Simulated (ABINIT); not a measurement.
# SnO2 (Cassiterite): making up for missing bands, part 2 of 2

Wanted: gap and time of SnO2 (Cassiterite) with truncated and completed band sums.

ABINIT 10.8.3; PBE and many-body steps on it, plane waves. Known limits of the many-body steps: not at the basis limit; exchange with frozen shells missing; no spin-orbit coupling; coarse k mesh.

So far. Step 3 (Screening, 4×4×4 mesh, 80 bands, screening to 122.5 eV): Local fields lower ε∞ by 4 %. On a Γ-centred mesh this coarse the value itself is usually too large, while a short band sum pulls it down. Step 4 (80 bands): The gap on the mesh goes from 1.27 eV to 2.34 eV, a correction of +1.08 eV.

**6. 34 bands**

This step: G0W0 on PBE, plane waves, norm-conserving pseudopotentials.

Contents of run.abi:

```
acell 3*1.0 Angstrom
rprim 
  4.738000000000 0.000000000000 0.000000000000
  0.000000000000 4.738000000000 0.000000000000
  0.000000000000 0.000000000000 3.186500000000
ntypat 2
znucl 50 8
natom 6
typat 1 1 2 2 2 2
xred 
  0.000000000000 0.000000000000 0.000000000000
  0.500000000000 0.500000000000 0.500000000000
  0.307100000000 0.307100000000 0.000000000000
  0.192900000000 0.807100000000 0.500000000000
  0.692900000000 0.692900000000 0.000000000000
  0.807100000000 0.192900000000 0.500000000000
pp_dirpath "pseudos"
pseudos "Sn.upf, O.upf"
ecut 36
ngkpt 4 4 4
nshiftk 1
shiftk 0 0 0
kptopt 1
chksymbreak 0
istwfk *1
occopt 1
irdwfk 1
optdriver 4
nband 34
gwcalctyp 0
ecutsigx 36
symsigma 1
nkptgw 1
kptgw 
  0.0000000000 0.0000000000 0.0000000000
bdgw 
  24 28
ecuteps 4.5
irdscr 1
ppmodel 1
indata_prefix "in"
outdata_prefix "out"
tmpdata_prefix "tmp"
```

Command:

```console
$ OMP_NUM_THREADS=1 mpirun -n 8 abinit run.abi > log
```

Numbers of over 12 decimals in the logs are rounded to 6 here.

The program printed:

```text
.Version 10.8.3 of ABINIT. v10.8.2 released Aug 2026.

 Symmetries : space group P4_2/m n m (#136); Bravais tP (primitive tetrag.)
[... echo of the input left out ...]
== DATASET  1 ==================================================================
-   mpi_nproc: 8, omp_nthreads: 1 (-1 if OMP is not activated)

--- !DatasetInfo
iteration_state: {dtset: 1, }
dimensions: {natom: 6, nkpt: 18, mband: 34, nsppol: 1, nspinor: 1, nspden: 1, mpw: 5006, }
cutoff_energies: {ecut:  36.0, pawecutdg:  -1.0, }
electrons: {nelect:   5.20000000E+01, charge:   0.00000000E+00, occopt:   1.00000000E+00, tsmear:   1.00000000E-02, }

 SIGMA: Calculation of the GW corrections

 Based on a program developped by R.W. Godby, V. Olevano, G. Onida, and L. Reining.
 Incorporated in ABINIT by V. Olevano, G.-M. Rignanese, and M. Torrent.
.Using double precision arithmetic ; gwpc =  8

[... cell and pseudopotentials left out ...]
--------------------------------------------------------------------------------

 ==== K-mesh for the wavefunctions ====
 Number of points in the irreducible wedge :    18
[... list of points left out ...]
 Together with 16 symmetry operations and time-reversal symmetry
 yields    64 points in the full Brillouin Zone.

 ==== Q-mesh for screening function ====
 Number of points in the irreducible wedge :    18
[... list of points left out ...]
 Together with 16 symmetry operations and time-reversal symmetry
 yields    64 points in the full Brillouin Zone.

 vcoul_init : cutoff-mode = AUXILIARY_FUNCTION
 q-points for optical limit:   1
     1)      0.000010    0.000020    0.000030
 setmesh: FFT mesh size selected  =    50x   50x   36
          total number of points  =        90000

 Number of electrons calculated from density =   52.0000; Expected =   52.0000
[...]
number of q-points in IBZ                          18
 number of symmetry operations                      16
 number of k-points in BZ                           64
 number of q-points in BZ                           64
 number of frequencies for dSigma/dE                 9
 frequency step for dSigma/dE [eV]                0.25
 number of omega for Sigma on real axis              0
 max omega for Sigma on real axis  [eV]           0.00
 zcut for avoiding poles [eV]                     0.10

 EPSILON^-1 parameters (SCR file):
 dimension of the eps^-1 matrix on file            217
 dimension of the eps^-1 matrix used               217
 number of plane-waves for wavefunctions          4993
 number of bands                                    34
 number of q-points in IBZ                          18
 number of frequencies                               2
 number of real frequencies                          1
 number of imag frequencies                          1

 matrix elements of self-energy operator (all in [eV])

 Perturbative Calculation

--- !SelfEnergy_ee
iteration_state: {dtset: 1, }
kpoint     : [   0.000,    0.000,    0.000, ]
spin       : 1
KS_gap     :    1.265
QP_gap     :    3.141
Delta_QP_KS:    1.876
data: !SigmaeeData |
     Band     E0 <VxcDFT>   SigX SigC(E0)      Z dSigC/dE  Sig(E)    E-E0       E
       24   3.962 -19.988 -25.514   5.403   0.760  -0.316 -20.081  -0.093   3.869
       25   3.962 -19.988 -25.514   5.403   0.760  -0.316 -20.081  -0.093   3.869
       26   4.708 -20.315 -26.203   5.731   0.759  -0.317 -20.434  -0.118   4.590
       27   5.973 -15.798 -12.309  -1.392   0.838  -0.193 -14.040   1.757   7.731
       28  10.834 -15.523  -9.990  -2.246   0.810  -0.234 -12.859   2.664  13.498

== END DATASET(S) ==============================================================
================================================================================

 -outvars: echo values of variables after computation  --------
           etotal      0.0000000000E+00
            nband          34
             nkpt          18
          spgroup         136
 [... the other variables as echoed above ...]

 Calculation completed.
```

It took 6.8 s on 8 MPI ranks of Intel Xeon Platinum 8488C (Sapphire Rapids), shared host; peak memory 1.8 GiB; 52 s of CPU time.

Numbers from this step:

| Quantity | Value |
| --- | --- |
| G0W0 gap on the points computed | 3.141 eV |
| starting gap on the mesh | 1.265 eV |
| k of the valence top | 0, 0, 0 |
| k of the conduction bottom | 0, 0, 0 |
| Z at the valence top | 0.759 |
| Z at the conduction bottom | 0.838 |
| least direct G0W0 gap on the computed points | 3.141 eV |

Against G0W0 in ABINIT (4×4×4 mesh, 80 bands, screening to 122.5 eV, Godby-Needs plasmon pole), the gap moves by +0.798 eV.

**7. Screening, 4×4×4 mesh, 34 bands, screening to 122.5 eV**

This step: RPA screening on PBE, plane waves, norm-conserving pseudopotentials.

Edit run.abi of step 6 so:

```diff
@@ -27,15 +27,10 @@
 irdwfk 1
-optdriver 4
+optdriver 3
 nband 34
-gwcalctyp 0
-ecutsigx 36
-symsigma 1
-nkptgw 1
-kptgw 
-  0.0000000000 0.0000000000 0.0000000000
-bdgw 
-  24 28
 ecuteps 4.5
-irdscr 1
-ppmodel 1
+inclvkb 2
+awtr 1
+symchi 1
+gwcomp 1
+gwencomp 3
 indata_prefix "in"
```

The program printed:

```text
.Version 10.8.3 of ABINIT. v10.8.2 released Aug 2026.

 Symmetries : space group P4_2/m n m (#136); Bravais tP (primitive tetrag.)
[... echo of the input left out ...]
== DATASET  1 ==================================================================
-   mpi_nproc: 8, omp_nthreads: 1 (-1 if OMP is not activated)

--- !DatasetInfo
iteration_state: {dtset: 1, }
dimensions: {natom: 6, nkpt: 18, mband: 34, nsppol: 1, nspinor: 1, nspden: 1, mpw: 5006, }
cutoff_energies: {ecut:  36.0, pawecutdg:  -1.0, }
[...]
--------------------------------------------------------------------------------
[... chi0 elements left out ...]
 For q-point:  0.000010 0.000020 0.000030
  dielectric constant =   4.0347
  dielectric constant without local fields =   4.1562

  Average fulfillment of the sum rule on Im[epsilon] for q-point    1 :    205.59  [%]
[... wings left out ...]
  q-point number  2        q = ( 0.250000, 0.000000, 0.000000) [r.l.u.]
--------------------------------------------------------------------------------
[... chi0 elements left out ...]
  Average fulfillment of the sum rule on Im[epsilon] for q-point    2 :    261.73  [%]

 [... 16 further q-points ...]
```

Run time: 98 s. Hardware: 8 MPI ranks; peak memory 3.2 GiB.

This step gave:

```yaml
eps_infinity_with_local_fields_on_this_mesh_along_the_program_s_q_direction: 4.035
the_same_without_local_fields: 4.156
plasma_frequency: 31.66 eV
plane_waves_in_the_screening_matrix: 217
```

**8. 34 bands, completed**

This step: G0W0 on PBE, plane waves, norm-conserving pseudopotentials.

Edit run.abi of step 7 so:

```diff
@@ -27,8 +27,15 @@
 irdwfk 1
-optdriver 3
+optdriver 4
 nband 34
+gwcalctyp 0
+ecutsigx 36
+symsigma 1
+nkptgw 1
+kptgw 
+  0.0000000000 0.0000000000 0.0000000000
+bdgw 
+  24 28
 ecuteps 4.5
-inclvkb 2
-awtr 1
-symchi 1
+irdscr 1
+ppmodel 1
 gwcomp 1
```

The program printed:

```text
.Version 10.8.3 of ABINIT. v10.8.2 released Aug 2026.

 Symmetries : space group P4_2/m n m (#136); Bravais tP (primitive tetrag.)
[... echo of the input left out ...]
== DATASET  1 ==================================================================
-   mpi_nproc: 8, omp_nthreads: 1 (-1 if OMP is not activated)

--- !DatasetInfo
iteration_state: {dtset: 1, }
dimensions: {natom: 6, nkpt: 18, mband: 34, nsppol: 1, nspinor: 1, nspden: 1, mpw: 5006, }
cutoff_energies: {ecut:  36.0, pawecutdg:  -1.0, }
[...]
26   4.708 -20.315 -26.203   5.132   0.799  -0.252 -20.919  -0.603   4.105
       27   5.973 -15.798 -12.309  -2.370   0.855  -0.169 -14.841   0.957   6.930
       28  10.834 -15.523  -9.990  -3.318   0.854  -0.170 -13.630   1.893  12.726

== END DATASET(S) ==============================================================
================================================================================

 -outvars: echo values of variables after computation  --------
           etotal      0.0000000000E+00
            nband          34
             nkpt          18
          spgroup         136
 [... the other variables as echoed above ...]

 Calculation completed.
```

It took 6.6 s on 8 MPI ranks; peak memory 1.8 GiB; 51 s of CPU time.

Numbers from this step:

- G0W0 gap on the points computed: 2.825 eV
- starting gap on the mesh: 1.265 eV
- k of the valence top: 0, 0, 0
- k of the conduction bottom: 0, 0, 0
- least direct G0W0 gap on the computed points: 2.825 eV

Against G0W0 in ABINIT (4×4×4 mesh, 80 bands, screening to 122.5 eV, Godby-Needs plasmon pole), the gap moves by +0.482 eV.

**9. Screening, 4×4×4 mesh, 45 bands, screening to 122.5 eV**

This step: RPA screening on PBE, plane waves, norm-conserving pseudopotentials.

Edit run.abi of step 8 so:

```diff
@@ -27,17 +27,8 @@
 irdwfk 1
-optdriver 4
-nband 34
-gwcalctyp 0
-ecutsigx 36
-symsigma 1
-nkptgw 1
-kptgw 
-  0.0000000000 0.0000000000 0.0000000000
-bdgw 
-  24 28
+optdriver 3
+nband 45
 ecuteps 4.5
-irdscr 1
-ppmodel 1
-gwcomp 1
-gwencomp 3
+inclvkb 2
+awtr 1
+symchi 1
 indata_prefix "in"
```

The program printed:

```text
.Version 10.8.3 of ABINIT. v10.8.2 released Aug 2026.

 Symmetries : space group P4_2/m n m (#136); Bravais tP (primitive tetrag.)
[... echo of the input left out ...]
== DATASET  1 ==================================================================
-   mpi_nproc: 8, omp_nthreads: 1 (-1 if OMP is not activated)

--- !DatasetInfo
iteration_state: {dtset: 1, }
dimensions: {natom: 6, nkpt: 18, mband: 45, nsppol: 1, nspinor: 1, nspden: 1, mpw: 5006, }
cutoff_energies: {ecut:  36.0, pawecutdg:  -1.0, }
[...]
--------------------------------------------------------------------------------
[... chi0 elements left out ...]
 For q-point:  0.000010 0.000020 0.000030
  dielectric constant =   4.4672
  dielectric constant without local fields =   4.6374

  Average fulfillment of the sum rule on Im[epsilon] for q-point    1 :     19.66  [%]
[... wings left out ...]
  q-point number  2        q = ( 0.250000, 0.000000, 0.000000) [r.l.u.]
--------------------------------------------------------------------------------
[... chi0 elements left out ...]
  Average fulfillment of the sum rule on Im[epsilon] for q-point    2 :     36.53  [%]

 [... 16 further q-points ...]
```

It took 47 s on 8 MPI ranks; peak memory 3.2 GiB; 6.2 min of CPU time.

This step gave:

| Quantity | Value |
| --- | --- |
| ε∞ with local fields, on this mesh, along the program's q direction | 4.467 |
| the same without local fields | 4.637 |
| plasma frequency | 31.66 eV |
| plane waves in the screening matrix | 217 |

**10. 45 bands**

This step: G0W0 on PBE, plane waves, norm-conserving pseudopotentials.

Edit run.abi of step 9 so:

```diff
@@ -27,8 +27,15 @@
 irdwfk 1
-optdriver 3
+optdriver 4
 nband 45
+gwcalctyp 0
+ecutsigx 36
+symsigma 1
+nkptgw 1
+kptgw 
+  0.0000000000 0.0000000000 0.0000000000
+bdgw 
+  24 28
 ecuteps 4.5
-inclvkb 2
-awtr 1
-symchi 1
+irdscr 1
+ppmodel 1
 indata_prefix "in"
```

The program printed:

```text
.Version 10.8.3 of ABINIT. v10.8.2 released Aug 2026.

 Symmetries : space group P4_2/m n m (#136); Bravais tP (primitive tetrag.)
[... echo of the input left out ...]
== DATASET  1 ==================================================================
-   mpi_nproc: 8, omp_nthreads: 1 (-1 if OMP is not activated)

--- !DatasetInfo
iteration_state: {dtset: 1, }
dimensions: {natom: 6, nkpt: 18, mband: 45, nsppol: 1, nspinor: 1, nspden: 1, mpw: 5006, }
cutoff_energies: {ecut:  36.0, pawecutdg:  -1.0, }
[...]
26   4.708 -20.315 -26.203   5.838   0.774  -0.292 -20.353  -0.038   4.670
       27   5.973 -15.798 -12.309  -1.894   0.840  -0.191 -14.459   1.339   7.312
       28  10.834 -15.523  -9.990  -2.884   0.832  -0.202 -13.319   2.204  13.038

== END DATASET(S) ==============================================================
================================================================================

 -outvars: echo values of variables after computation  --------
           etotal      0.0000000000E+00
            nband          45
             nkpt          18
          spgroup         136
 [... the other variables as echoed above ...]

 Calculation completed.
```

Run time: 7.6 s. Hardware: 8 MPI ranks; peak memory 1.8 GiB.

This step gave:

```yaml
g0w0_gap_on_the_points_computed: 2.642 eV
starting_gap_on_the_mesh: 1.265 eV
k_of_the_valence_top: 0, 0, 0
k_of_the_conduction_bottom: 0, 0, 0
least_direct_g0w0_gap_on_the_computed_points: 2.642 eV
```

Against G0W0 in ABINIT (4×4×4 mesh, 80 bands, screening to 122.5 eV, Godby-Needs plasmon pole), the gap moves by +0.299 eV.

**11. Screening, 4×4×4 mesh, 45 bands, screening to 122.5 eV**

This step: RPA screening on PBE, plane waves, norm-conserving pseudopotentials.

Edit run.abi of step 10 so:

```diff
@@ -27,15 +27,10 @@
 irdwfk 1
-optdriver 4
+optdriver 3
 nband 45
-gwcalctyp 0
-ecutsigx 36
-symsigma 1
-nkptgw 1
-kptgw 
-  0.0000000000 0.0000000000 0.0000000000
-bdgw 
-  24 28
 ecuteps 4.5
-irdscr 1
-ppmodel 1
+inclvkb 2
+awtr 1
+symchi 1
+gwcomp 1
+gwencomp 3
 indata_prefix "in"
```

The program printed:

```text
.Version 10.8.3 of ABINIT. v10.8.2 released Aug 2026.

 Symmetries : space group P4_2/m n m (#136); Bravais tP (primitive tetrag.)
[... echo of the input left out ...]
== DATASET  1 ==================================================================
-   mpi_nproc: 8, omp_nthreads: 1 (-1 if OMP is not activated)

--- !DatasetInfo
iteration_state: {dtset: 1, }
dimensions: {natom: 6, nkpt: 18, mband: 45, nsppol: 1, nspinor: 1, nspden: 1, mpw: 5006, }
cutoff_energies: {ecut:  36.0, pawecutdg:  -1.0, }
[...]
--------------------------------------------------------------------------------
[... chi0 elements left out ...]
 For q-point:  0.000010 0.000020 0.000030
  dielectric constant =   4.4787
  dielectric constant without local fields =   4.6374

  Average fulfillment of the sum rule on Im[epsilon] for q-point    1 :    196.57  [%]
[... wings left out ...]
  q-point number  2        q = ( 0.250000, 0.000000, 0.000000) [r.l.u.]
--------------------------------------------------------------------------------
[... chi0 elements left out ...]
  Average fulfillment of the sum rule on Im[epsilon] for q-point    2 :    218.88  [%]

 [... 16 further q-points ...]
```

It took 2.1 min on 8 MPI ranks; peak memory 3.3 GiB; 17 min of CPU time.

Numbers from this step:

| Property | Result |
| --- | --- |
| ε∞ with local fields, on this mesh, along the program's q direction | 4.479 |
| the same without local fields | 4.637 |
| plasma frequency | 31.66 eV |
| plane waves in the screening matrix | 217 |

**12. 45 bands, completed**

This step: G0W0 on PBE, plane waves, norm-conserving pseudopotentials.

Edit run.abi of step 11 so:

```diff
@@ -27,8 +27,15 @@
 irdwfk 1
-optdriver 3
+optdriver 4
 nband 45
+gwcalctyp 0
+ecutsigx 36
+symsigma 1
+nkptgw 1
+kptgw 
+  0.0000000000 0.0000000000 0.0000000000
+bdgw 
+  24 28
 ecuteps 4.5
-inclvkb 2
-awtr 1
-symchi 1
+irdscr 1
+ppmodel 1
 gwcomp 1
```

The program printed:

```text
.Version 10.8.3 of ABINIT. v10.8.2 released Aug 2026.

 Symmetries : space group P4_2/m n m (#136); Bravais tP (primitive tetrag.)
[... echo of the input left out ...]
== DATASET  1 ==================================================================
-   mpi_nproc: 8, omp_nthreads: 1 (-1 if OMP is not activated)

--- !DatasetInfo
iteration_state: {dtset: 1, }
dimensions: {natom: 6, nkpt: 18, mband: 45, nsppol: 1, nspinor: 1, nspden: 1, mpw: 5006, }
cutoff_energies: {ecut:  36.0, pawecutdg:  -1.0, }
[...]
26   4.708 -20.315 -26.203   5.216   0.792  -0.263 -20.847  -0.532   4.177
       27   5.973 -15.798 -12.309  -2.694   0.847  -0.180 -15.125   0.673   6.646
       28  10.834 -15.523  -9.990  -3.785   0.843  -0.186 -14.049   1.474  12.308

== END DATASET(S) ==============================================================
================================================================================

 -outvars: echo values of variables after computation  --------
           etotal      0.0000000000E+00
            nband          45
             nkpt          18
          spgroup         136
 [... the other variables as echoed above ...]

 Calculation completed.
```

It took 6 s on 8 MPI ranks; peak memory 1.2 GiB; 46 s of CPU time.

Numbers from this step:

```
G0W0 gap on the points computed              : 2.469 eV
starting gap on the mesh                     : 1.265 eV
k of the valence top                         : 0, 0, 0
k of the conduction bottom                   : 0, 0, 0
least direct G0W0 gap on the computed points : 2.469 eV
```

Against G0W0 in ABINIT (4×4×4 mesh, 80 bands, screening to 122.5 eV, Godby-Needs plasmon pole), the gap moves by +0.126 eV.

**13. Side by side**

Times are wall times on 8 MPI ranks of Intel Xeon Platinum 8488C (Sapphire Rapids), shared host, good to a factor of about two. A run's time includes the screening step that it read.

| run | mesh | bands | screening cutoff (eV) | DFT gap (eV) | gap on the mesh (eV) | direct (eV) | ε∞ used | time |
| --- | --- | --- | --- | --- | --- | --- | --- | --- |
| 80 bands | 4×4×4 | 80 | 122.5 | 1.265 | 2.343 | 2.343 | 4.60 | 1.9 min |
| 34 bands | 4×4×4 | 34 | 122.5 | 1.265 | 3.141 | 3.141 | 4.02 | 29 s |
| 34 bands, completed | 4×4×4 | 34 | 122.5 | 1.265 | 2.825 | 2.825 | 4.03 | 1.7 min |
| 45 bands | 4×4×4 | 45 | 122.5 | 1.265 | 2.642 | 2.642 | 4.47 | 55 s |
| 45 bands, completed | 4×4×4 | 45 | 122.5 | 1.265 | 2.469 | 2.469 | 4.48 | 2.2 min |

**14. Outcome**

| Item | Value |
| --- | --- |
| 80 bands | 2.343 eV |
| 34 bands | 3.141 eV |
| 34 bands, completed | 2.825 eV |
| 45 bands | 2.642 eV |
| 45 bands, completed | 2.469 eV |

In words: 34 bands: +0.798 eV against 80 bands. 34 bands, completed: +0.482 eV against 80 bands. 45 bands: +0.299 eV against 80 bands. 45 bands, completed: +0.126 eV against 80 bands. The row with most bands is itself short of the limit, so it is no exact reference, and agreement of a truncated run with it can be a cancellation between the edges. In the first G0W0 run levels were corrected at 1 k point alone, so a gap called «on the mesh» is the least over those, and an edge elsewhere would be missed. The 4×4×4 mesh is coarse for this cell, which bears on the long-range parts of exchange and screening. The norm-conserving file of at least one element keeps a d shell over frozen s and p shells of the same row. Exchange with those shells is missing from the self-energy, an error of 0.3 to 0.9 eV in cases checked, whose sign depends on which edge lies on those atoms. The many-body steps are scalar-relativistic: spin-orbit coupling is not in them.

[Paths, hosts, dates, memory and timing lines, banners, echoed tables and standing remarks are left out of the program output.]

[Logs are printed without paths, hosts, clocks, repeated set-up lines and the standing remarks that a program may print on its own settings, such as how far it seeks lower states.]

[Runs of the session that timed out or met a known fault of the program may be left out.]

[No measured gap is set beside runs whose start may be inverted or whose files or cutoffs have a known fault.]

[Hosts, paths, dates, database ids (printed as entryN), source tags and the programs' standing remarks are cut or masked in the printed files.]

[G0W0 gaps are taken among the corrected bands and points alone; a level outside them can change the order at an edge.]

[Where Ansatz stands beside ABINIT at settings called matched, ABINIT's density can come from a denser mesh and the files from another edition; pairs whose starting gaps differed by over 0.03 eV were left out, so agreement reads better than it is.]
